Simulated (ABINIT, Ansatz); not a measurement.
# Lattice dynamics of SiPb2 (Fm-3m) in two programs

Aim: the phonon dispersion of SiPb2 (Fm-3m), checked by a second program.

Method: DFT LDA, scalar-relativistic, plane waves, HGH norm-conserving pseudopotentials, in ABINIT 10.8.3.

Most raw output is cut from this account.

The structure was built from a prototype and need not be the compound's stable phase.

**1. Set-up**

It takes space group Fm-3m (No. 225, cubic). Conventional cell: a = 6.961 Å, b = 6.961 Å, c = 6.961 Å, α = 90.00°, β = 90.00°, γ = 90.00°. Nearest to Si lie 8 Pb at 3.01 Å. Nearest to Pb lie 4 Si at 3.01 Å. Farther neighbours are not listed.

**2. A probe with smearing**

A first run with smearing and empty bands tells whether the crystal has a gap, which decides between fixed occupations and smearing later on.

File probe.abi:

```
# ground state
tolvrs 1.0d-08
prtden 1
prtwf 1

# basis, mesh and filling
ecut 20.0
ixc 7
ngkpt 4 4 4
nshiftk 1
shiftk 0.0 0.0 0.0
istwfk *1
occopt 7
tsmear 0.005
nband 12
nstep 100
diemac 9.0
prtebands 0
prtgsr 0
useylm 1

# cell and atoms
acell 3*1.0 Angstrom
rprim 
    0.0 3.48073 3.48073
    3.48073 0.0 3.48073
    3.48073 3.48073 0.0
ntypat 2
znucl 14 82
natom 3
typat 1 2 2
xred 
    0.0 0.0 0.0
    0.25 0.25 0.25
    0.75 0.75 0.75
pp_dirpath "./pseudo"
pseudos "Si.hgh, Pb.hgh"
```

The run is started by

```sh
> OMP_NUM_THREADS=1 mpirun -n 4 abinit probe.abi > probe.log
```

The job ended after 2.5 s (4 MPI ranks of Arm Neoverse V1, shared host).

This step gave:

```yaml
volume_per_atom: 28.11 Å³
pressure: -1.571 GPa
gap_on_the_k_mesh: 0 eV
```

No gap opens on this mesh, so smearing is kept; the printed pressure holds the stress of the finite basis too.

**3. Rough relaxation**

The typed start is rough, so a first relaxation with smearing and loose thresholds takes it towards rest cheaply.

File prerelax.abi:

```
# relaxation
ionmov 2
optcell 2
dilatmx 1.15
chkdilatmx 0
ntime 40
tolmxf 3.0d-04
tolvrs 1.0d-10
prtwf 0
prtden 0
chksymtnons 0

# basis, mesh and filling
ecut 21.0
ecutsm 3.0
ixc 7
ngkpt 4 4 4
nshiftk 1
shiftk 0.0 0.0 0.0
istwfk *1
occopt 7
tsmear 0.005
nband 12
nstep 100
diemac 1000000.0
prtebands 0
prtgsr 0
useylm 1

# cell and atoms
acell 3*1.0 Angstrom
rprim 
    0.0 3.48073 3.48073
    3.48073 0.0 3.48073
    3.48073 3.48073 0.0
ntypat 2
znucl 14 82
natom 3
typat 1 2 2
xred 
    0.0 0.0 0.0
    0.25 0.25 0.25
    0.75 0.75 0.75
pp_dirpath "./pseudo"
pseudos "Si.hgh, Pb.hgh"
```

The run is started by

```sh
> OMP_NUM_THREADS=1 mpirun -n 4 abinit prerelax.abi > prerelax.log
```

Run time: 10 s. Hardware: 4 MPI ranks.

Step by step:

| step | energy less that of the first step (eV) | largest force (eV/Å) | volume (Å³) |
| --- | --- | --- | --- |
| 1 | 0.0000 | 0.0000 | 84.34 |
| 2 | -0.0037 | 0.0000 | 83.94 |
| 3 | -0.0178 | 0.0000 | 80.61 |
| 4 | -0.0178 | 0.0000 | 80.84 |

| conventional cell, symmetrised | before | after | change |
| --- | --- | --- | --- |
| a (Å) | 6.961 | 6.864 | -1.4 % |
| b (Å) | 6.961 | 6.864 | -1.4 % |
| c (Å) | 6.961 | 6.864 | -1.4 % |
| volume (Å³/atom) | 28.11 | 26.95 | -4.2 % |

The relaxed structure:

```xyz
3
Lattice="0.0000 3.4319 3.4319 3.4319 0.0000 3.4319 3.4319 3.4319 0.0000" Properties=species:S:1:pos:R:3 pbc="T T T"
Si    0.0000    0.0000    0.0000
Pb    1.7159    1.7159    1.7159
Pb    5.1478    5.1478    5.1478
```

Read from the output:

- volume per atom: 26.95 Å³
- pressure: -0.008074 GPa

The volume changes by -4.2 % in this run and stands -4.2 % from the first cell.

**4. Relaxation**

The harmonic expansion needs vanishing forces, and a free crystal bears no stress, so cell and atoms are brought to rest. Stress is more sensitive to the basis than forces are: the last 3 Ha under the cutoff are smoothed with ecutsm, and the cutoff is raised above that of the later runs.

File relax.abi:

```
# relaxation
ionmov 2
optcell 2
dilatmx 1.08
ntime 40
tolmxf 1.0d-05
tolvrs 1.0d-14
prtwf 0
prtden 0
chksymtnons 0

# basis, mesh and filling
ecut 26.0
ecutsm 3.0
ixc 7
ngkpt 6 6 6
nshiftk 1
shiftk 0.0 0.0 0.0
istwfk *1
occopt 3
tsmear 0.01
nband 12
nstep 100
diemac 1000000.0
prtebands 0
prtgsr 0
useylm 1

# cell and atoms
acell 3*1.0 Angstrom
rprim 
    0.0 3.431890832 3.431890832
    3.431890832 0.0 3.431890832
    3.431890832 3.431890832 0.0
ntypat 2
znucl 14 82
natom 3
typat 1 2 2
xred 
    0.0 0.0 0.0
    0.25 0.25 0.25
    0.75 0.75 0.75
pp_dirpath "./pseudo"
pseudos "Si.hgh, Pb.hgh"
```

The run is started by

```sh
> OMP_NUM_THREADS=1 mpirun -n 4 abinit relax.abi > relax.log
```

Wall time 17 s (4 MPI ranks); 68 s of CPU time.

Little changed from the start: no atom moved by 0.005 Å and no cell edge by 0.1 %.

Numbers from this step:

- volume per atom: 26.99 Å³
- pressure: 1.54e-4 GPa

The volume changes by +0.2 % in this run and stands -4.0 % from the first cell.

**5. Ground state**

First-order wavefunctions inherit every error of the ground state, hence the very tight tolvrs. Smearing stays on, as the first look found no gap above 0.3 eV.

File gs.abi:

```
# ground state
tolvrs 1.0d-16
prtden 1
prtwf 1

# basis, mesh and filling
ecut 20.0
ixc 7
ngkpt 6 6 6
nshiftk 1
shiftk 0.0 0.0 0.0
istwfk *1
occopt 3
tsmear 0.01
nband 12
nstep 100
diemac 1000000.0
prtebands 0
prtgsr 0
useylm 1

# cell and atoms
acell 3*1.0 Angstrom
rprim 
    0.0 3.433778554 3.433778554
    3.433778554 0.0 3.433778554
    3.433778554 3.433778554 0.0
ntypat 2
znucl 14 82
natom 3
typat 1 2 2
xred 
    0.0 0.0 0.0
    0.25 0.25 0.25
    0.75 0.75 0.75
pp_dirpath "./pseudo"
pseudos "Si.hgh, Pb.hgh"
```

The run is started by

```sh
> OMP_NUM_THREADS=1 mpirun -n 4 abinit gs.abi > gs.log
```

Run time: 5.2 s. Hardware: 4 MPI ranks.

Numbers from this step:

```yaml
pressure: -0.007943 GPa
```

The cell stands at -0.0079 GPa, close enough for phonons.

**6. Zone-centre response**

At q = 0 one unit cell holds all displacements. The response is solved for single atoms along the cell's directions, and symmetry skips those that follow from others. The crystal is treated as a metal, which screens a static field, so no field response is asked.

File dfpt_gamma.abi:

```

# common to the responses
getwfk_filepath "gso_WFK"
kptopt 2
nqpt 1
qpt 0.0 0.0 0.0
asr 0
chneut 0

# displacements
rfphon 1
rfatpol 1 3
rfdir 1 1 1
tolvrs 1.0d-10
prtwf 0
prtpot 1

# basis, mesh and filling
ecut 20.0
ixc 7
ngkpt 6 6 6
nshiftk 1
shiftk 0.0 0.0 0.0
istwfk *1
occopt 3
tsmear 0.01
nband 12
nstep 100
diemac 1000000.0
prtebands 0
prtgsr 0
useylm 1

# cell and atoms
acell 3*1.0 Angstrom
rprim 
    0.0 3.433778554 3.433778554
    3.433778554 0.0 3.433778554
    3.433778554 3.433778554 0.0
ntypat 2
znucl 14 82
natom 3
typat 1 2 2
xred 
    0.0 0.0 0.0
    0.25 0.25 0.25
    0.75 0.75 0.75
pp_dirpath "./pseudo"
pseudos "Si.hgh, Pb.hgh"
```

The run is started by

```sh
> OMP_NUM_THREADS=1 mpirun -n 4 abinit dfpt_gamma.abi > dfpt_gamma.log
```

Elapsed: 29 s, on 4 MPI ranks.

Read from the output:

```yaml
largest_acoustic_frequency_at_the_zone_centre_before_the_sum_rule: 0.39 cm⁻¹
highest_optical_zone_centre_mode_no_lo_to_term: 176.8 cm⁻¹
lowest_optical_zone_centre_mode: 72.46 cm⁻¹
```

The acoustic modes at Γ come out as far as 0.4 cm⁻¹ from zero, where they should vanish, a small numerical error.

**7. Linear response on the mesh**

Linear response treats each wavevector of the 2×2×2 mesh in the unit cell; the first-order potentials are kept for the electron-phonon matrix elements.

File dfpt_q.abi:

```
ndtset 2

# wavevectors
qpt1 0.5 0.0 0.0
qpt2 0.5 0.5 0.0

# displacements
getwfk_filepath "gso_WFK"
getwfq_filepath "gso_WFK"
kptopt 3
nqpt 1
rfphon 1
rfatpol 1 3
rfdir 1 1 1
tolvrs 1.0d-10
prtwf 0
prtpot 1

# basis, mesh and filling
ecut 20.0
ixc 7
ngkpt 6 6 6
nshiftk 1
shiftk 0.0 0.0 0.0
istwfk *1
occopt 3
tsmear 0.01
nband 12
nstep 100
diemac 1000000.0
prtebands 0
prtgsr 0
useylm 1

# cell and atoms
acell 3*1.0 Angstrom
rprim 
    0.0 3.433778554 3.433778554
    3.433778554 0.0 3.433778554
    3.433778554 3.433778554 0.0
ntypat 2
znucl 14 82
natom 3
typat 1 2 2
xred 
    0.0 0.0 0.0
    0.25 0.25 0.25
    0.75 0.75 0.75
pp_dirpath "./pseudo"
pseudos "Si.hgh, Pb.hgh"
```

The run is started by

```sh
> OMP_NUM_THREADS=1 mpirun -n 4 abinit dfpt_q.abi > dfpt_q.log
```

It took 5 min on 4 MPI ranks.

This step gave:

```yaml
lowest_mode_on_the_q_mesh_acoustic_ones_at_the_zone_centre_apart: 35.86 cm⁻¹
```

Frequencies (cm⁻¹) before the sum rule at the irreducible wavevectors but Γ, which is solved apart; negative means imaginary. Frequencies by wavevector:

```
q (fractions)  star  mode 1  mode 2  mode 3  mode 4  mode 5  mode 6  mode 7  mode 8  mode 9
      0.5 0 0     4   35.86   35.86   52.54   59.34   59.34   64.74   155.7   155.7   161.2
    0.5 0.5 0     3   39.68    40.5    40.5   53.84   53.84   74.71   149.8   149.8     162
```

**8. Interpolated phonon bands**

anaddb transforms the dynamical matrices to force constants and back along the path; points of the mesh come back as solved, but for the sum rule and, in polar crystals, the LO-TO term at Γ; the rest is interpolation.

File anaddb.abi:

```
ddb_filepath "all_DDB"
output_file "anaddb.abo"
outdata_prefix "anaddb"
ifcflag 1
ngqpt 2 2 2
nqshft 1
q1shft 0.0 0.0 0.0
asr 1
chneut 0
dipdip 0
dipquad 0
quadquad 0
enunit 0
eivec 0
nph1l 62
qph1l 
    0.0 0.0 0.0 1.0
    0.05 0.0 0.05 1.0
    0.1 0.0 0.1 1.0
    0.15 0.0 0.15 1.0
    0.2 0.0 0.2 1.0
    0.25 0.0 0.25 1.0
    0.3 0.0 0.3 1.0
    0.35 0.0 0.35 1.0
    0.4 0.0 0.4 1.0
    0.45 0.0 0.45 1.0
    0.5 0.0 0.5 1.0
    0.5125 0.025 0.5125 1.0
    0.525 0.05 0.525 1.0
    0.5375 0.075 0.5375 1.0
    0.55 0.1 0.55 1.0
    0.5625 0.125 0.5625 1.0
    0.575 0.15 0.575 1.0
    0.5875 0.175 0.5875 1.0
    0.6 0.2 0.6 1.0
    0.6125 0.225 0.6125 1.0
    0.625 0.25 0.625 1.0
    0.375 0.375 0.75 1.0
    0.3375 0.3375 0.675 1.0
    0.3 0.3 0.6 1.0
    0.2625 0.2625 0.525 1.0
    0.225 0.225 0.45 1.0
    0.1875 0.1875 0.375 1.0
    0.15 0.15 0.3 1.0
    0.1125 0.1125 0.225 1.0
    0.075 0.075 0.15 1.0
    0.0375 0.0375 0.075 1.0
    0.0 0.0 0.0 1.0
    0.05 0.05 0.05 1.0
    0.1 0.1 0.1 1.0
    0.15 0.15 0.15 1.0
    0.2 0.2 0.2 1.0
    0.25 0.25 0.25 1.0
    0.3 0.3 0.3 1.0
    0.35 0.35 0.35 1.0
    0.4 0.4 0.4 1.0
    0.45 0.45 0.45 1.0
    0.5 0.5 0.5 1.0
    0.5 0.475 0.525 1.0
    0.5 0.45 0.55 1.0
    0.5 0.425 0.575 1.0
    0.5 0.4 0.6 1.0
    0.5 0.375 0.625 1.0
    0.5 0.35 0.65 1.0
    0.5 0.325 0.675 1.0
    0.5 0.3 0.7 1.0
    0.5 0.275 0.725 1.0
    0.5 0.25 0.75 1.0
    0.5 0.225 0.725 1.0
    0.5 0.2 0.7 1.0
    0.5 0.175 0.675 1.0
    0.5 0.15 0.65 1.0
    0.5 0.125 0.625 1.0
    0.5 0.1 0.6 1.0
    0.5 0.075 0.575 1.0
    0.5 0.05 0.55 1.0
    0.5 0.025 0.525 1.0
    0.5 0.0 0.5 1.0
```

File mrgddb.in:

```
all_DDB
merged
3
dfpt_gammao_DDB
dfpt_qo_DS1_DDB
dfpt_qo_DS2_DDB
```

The run is started by

```sh
> mrgddb < mrgddb.in > mrgddb.log
> OMP_NUM_THREADS=1 anaddb anaddb.abi > anaddb.log
```

Elapsed: 0.52 s, on 1 thread.

This step gave:

```
lowest frequency on the path : 0 cm⁻¹
```

Anaddb. The phonon branches at the labelled points (cm⁻¹):

| point | branch 1 | branch 2 | branch 3 | branch 4 | branch 5 | branch 6 | branch 7 | branch 8 | branch 9 |
| --- | --- | --- | --- | --- | --- | --- | --- | --- | --- |
| Γ | 0 | 0 | 0 | 72 | 72 | 72 | 177 | 177 | 177 |
| halfway | 24 | 24 | 53 | 59 | 66 | 66 | 163 | 163 | 169 |
| X | 40 | 40 | 40 | 54 | 54 | 75 | 150 | 150 | 162 |
| halfway | 39 | 41 | 42 | 52 | 54 | 75 | 150 | 150 | 161 |
| U | 41 | 41 | 47 | 48 | 55 | 74 | 150 | 152 | 158 |
| jump to K | 41 | 41 | 47 | 48 | 55 | 74 | 150 | 152 | 158 |
| halfway | 26 | 27 | 53 | 60 | 65 | 66 | 163 | 163 | 166 |
| Γ | 0 | 0 | 0 | 72 | 72 | 72 | 177 | 177 | 177 |
| halfway | 22 | 22 | 45 | 64 | 68 | 68 | 166 | 166 | 169 |
| L | 36 | 36 | 52 | 59 | 59 | 65 | 156 | 156 | 161 |
| halfway | 39 | 40 | 46 | 55 | 58 | 70 | 153 | 155 | 158 |
| W | 39 | 44 | 49 | 49 | 52 | 75 | 150 | 155 | 155 |
| halfway | 39 | 42 | 43 | 52 | 53 | 75 | 150 | 151 | 160 |
| X | 40 | 40 | 40 | 54 | 54 | 75 | 150 | 150 | 162 |

All branches are real along the path.

**9. Density of states**

Sums over the zone need many more wavevectors than were solved, so the interpolation is sampled on a dense mesh.

File anaddb.abi:

```
ddb_filepath "all_DDB"
output_file "anaddb.abo"
outdata_prefix "anaddb"
ifcflag 1
ngqpt 2 2 2
nqshft 1
q1shft 0.0 0.0 0.0
asr 1
chneut 0
dipdip 0
dipquad 0
quadquad 0
prtdos 2
ng2qpt 11 11 11
dosdeltae 4.5563e-06
ntemper 11
temperinc 100.0
tempermin 0.0
```

The run is started by

```sh
> OMP_NUM_THREADS=1 anaddb anaddb.abi > anaddb.log
```

The job ended after 0.59 s (1 thread).

This step gave:

* share of modes beyond 3i cm⁻¹ on the dense interpolated mesh: 0
* zero-point energy per atom: 16.07 meV
* heat capacity at 300 K: 24.47 J/(mol atoms K)
* vibrational entropy at 300 K: 51.94 J/(mol atoms K)

The phonon density of states has structure finer than the step of the table below, so its rows give means over 10 cm⁻¹, whole bins alone (the curve runs from -30 to 207 cm⁻¹). Peaks (cm⁻¹: height): 40.0: 0.211, 45.0: 0.114, 54.0: 0.179, 60.0: 0.279, 65.0: 0.176, 156.0: 0.244.

Tetrahedra. The phonon density of states by wavenumber; means over each step:

wavenumber (cm⁻¹), phonon density of states (1/cm⁻¹/cell) and a bar:
```
      -10      0.000 
        0      0.000 
       10      0.004 #
       20      0.022 ####
       30      0.065 ###########
       40      0.134 #######################
       50      0.107 ###################
       60      0.153 ###########################
       70      0.110 ###################
       80      0.000 
       90      0.000 
      100      0.000 
      110      0.000 
      120      0.000 
      130      0.000 
      140      0.000 
      150      0.084 ###############
      160      0.173 ##############################
      170      0.040 #######
      180      0.001 
      190      0.000
```

Harmonic thermodynamic functions per atom, summed over the density of states scaled to three modes an atom; melting is ignored. Thermodynamic functions:

| T (K) | F_vib (meV/atom) | S (J/mol-atom/K) | C_V (J/mol-atom/K) |
| --- | --- | --- | --- |
| 0 | 16.07 | 0 | 0 |
| 50 | 13.34 | 13.26 | 15.74 |
| 100 | 2.88 | 26.27 | 21.35 |
| 200 | -33.36 | 42.12 | 23.9 |
| 300 | -82.42 | 51.94 | 24.47 |
| 400 | -140.1 | 59.01 | 24.67 |
| 500 | -204.2 | 64.52 | 24.77 |
| 600 | -273.5 | 69.04 | 24.82 |
| 700 | -347.1 | 72.87 | 24.85 |
| 800 | -424.4 | 76.19 | 24.88 |
| 900 | -504.9 | 79.12 | 24.89 |
| 1000 | -588.3 | 81.75 | 24.9 |

At 300 K the heat capacity has reached 98 % of the Dulong-Petit value.

**10. Cross-check with Ansatz**

The same cell goes through another code, with its own cutoff. The potentials differ.

This step: DFT LDA, scalar-relativistic, plane waves, PseudoDojo norm-conserving pseudopotentials (Ansatz 0.2.0).

File input.yaml:

```yaml
crystal:
  lattice:
    - [0.0, 3.4337785538, 3.4337785538]
    - [3.4337785538, 0.0, 3.4337785538]
    - [3.4337785538, 3.4337785538, 0.0]
  atoms:
    - { symbol: Si, position: [0.0, 0.0, 0.0] }
    - { symbol: Pb, position: [0.25, 0.25, 0.25] }
    - { symbol: Pb, position: [0.75, 0.75, 0.75] }
kpoints:
  mp_grid: { grid: [6, 6, 6] }
hamiltonian:
  xc: lda
  pseudopotentials: { kind: nc, accuracy: standard }
scf:
  occupations: { method: fermi_dirac, width: 0.27211 }
output:
  eigenvalues: true
phonons:
  method: dfpt
  qmesh: [2, 2, 2]
  temperatures: { t_max: 1000, t_step: 50 }
  qpath:
    path:
      - [[0.0, 0.0, 0.0], [0.5, 0.0, 0.5], [0.625, 0.25, 0.625]]
      - [[0.375, 0.375, 0.75], [0.0, 0.0, 0.0], [0.5, 0.5, 0.5], [0.5, 0.25, 0.75], [0.5, 0.0, 0.5]]
    npoints: 10
  electrical_resistivity: { temperatures: [77, 300], mesh: [12, 12, 12] }
```

The run is started by

```sh
> ansatz run input.yaml --threads 4 --pin off --max-ram 8192MiB --backend cpu --events-out ev --progress --plain --runs-dir out
```

It took 94 s on 4 threads; peak memory 1.8 GiB.

This step gave:

- sum-rule residual before enforcement: 4.61e-5 eV/Å²
- mean frequency: 93.7 cm⁻¹
- Debye temperature (second moment): 205 K
- logarithmic mean frequency: 76.6 cm⁻¹
- highest optical zone-centre mode (no LO-TO term): 187.7 cm⁻¹
- lowest optical zone-centre mode: 78.78 cm⁻¹
- lowest mode on the q mesh (acoustic ones at the zone centre apart): 37.53 cm⁻¹
- zero-point energy per atom: 17.43 meV
- heat capacity at 300 K: 24.38 J/(mol atoms K)
- vibrational entropy at 300 K: 50.19 J/(mol atoms K)

**11. The two compared: ABINIT HGH and Ansatz, PseudoDojo**

Numbers from this step:

* root-mean-square difference: 9.5 cm⁻¹
* largest difference: 17.46 cm⁻¹
* root-mean-square difference on the path: 9.3 cm⁻¹
* largest difference on the path: 17.5 cm⁻¹

The 12 of 24 modes that differ most. Frequencies side by side:

```
q (reciprocal lattice)  mode  ABINIT HGH (cm⁻¹)  Ansatz, PseudoDojo (cm⁻¹)
                 0 0 0     4              72.46                      78.78
                 0 0 0     5              72.46                      78.78
                 0 0 0     7              176.8                      187.7
                 0 0 0     8              176.8                      187.7
                 0 0 0     9              176.8                      187.7
               0.5 0 0     7              155.7                      170.8
               0.5 0 0     8              155.7                      170.8
               0.5 0 0     9              161.2                      176.8
             0.5 0.5 0     6              74.71                         82
             0.5 0.5 0     7              149.8                      167.3
             0.5 0.5 0     8              149.8                      167.3
             0.5 0.5 0     9                162                      176.5
```

At the solved wavevectors the largest difference (acoustic modes at Γ apart) is 10 % of the highest mode.

**12. Summary of results**

```json
{
 "space group after relaxation": "Fm-3m",
 "volume per atom": "27.0 Å³",
 "highest optical zone-centre mode (no LO-TO term)": "176.8 cm⁻¹",
 "lowest optical zone-centre mode": "72.5 cm⁻¹",
 "q mesh": "2×2×2",
 "lowest mode on the q mesh (acoustic ones at the zone centre apart)": "35.9 cm⁻¹",
 "zero-point energy per atom": "16.1 meV",
 "heat capacity at 300 K": "24.5 J/(mol atoms K)",
 "vibrational entropy at 300 K": "51.9 J/(mol atoms K)",
 "imaginary modes on the q mesh": "none",
 "largest difference from Ansatz, PseudoDojo": "17.5 cm⁻¹"
}
```

SiPb2 (Fm-3m) is dynamically stable on the 2×2×2 mesh; its spectrum reaches 177 cm⁻¹. At the LDA level the optical modes of SiPb2 (Fm-3m) at the zone centre run from 72 to 177 cm⁻¹. On other potentials, and in a cell that was not relaxed for them, the second run differs strongly on some modes. ABINIT HGH and Ansatz, PseudoDojo differ by 9.5 cm⁻¹ in the root mean square and by 17.5 cm⁻¹ at most, 9.9 % of the highest mode compared (acoustic modes at Γ left out; ABINIT's values are those before the sum rule); the two use different potentials, and the cell was not relaxed for the second set. These are harmonic frequencies: anharmonic shifts and widths and the lattice's thermal expansion are left out. The Fermi-Dirac smearing of 0.01 Ha is an electronic temperature of 3158 K, which adds a pressure of its own and can shift the volume and soft modes. Spin-orbit coupling is left out, which can matter for the heavy elements here. The HGH files keep few electrons and have no core correction, which is cheap but rough for Pb. In a metal the frequencies hang on the k mesh and the smearing, most of all near Kohn anomalies. Electron-phonon sums were run after this but are left out, since no second program bore their λ out within 30 %; a λ that a log prints is not taken as a result. The structure is a hypothetical one, built on a prototype.

[Host names and launcher messages were left out of these logs when they were recorded.]

[Logs are printed without paths, hosts, clocks, repeated set-up lines and the standing remarks that a program may print on its own settings, such as how far it seeks lower states.]

[Hosts, paths, dates, database ids (printed as entryN), source tags and the programs' standing remarks are cut or masked in the printed files.]
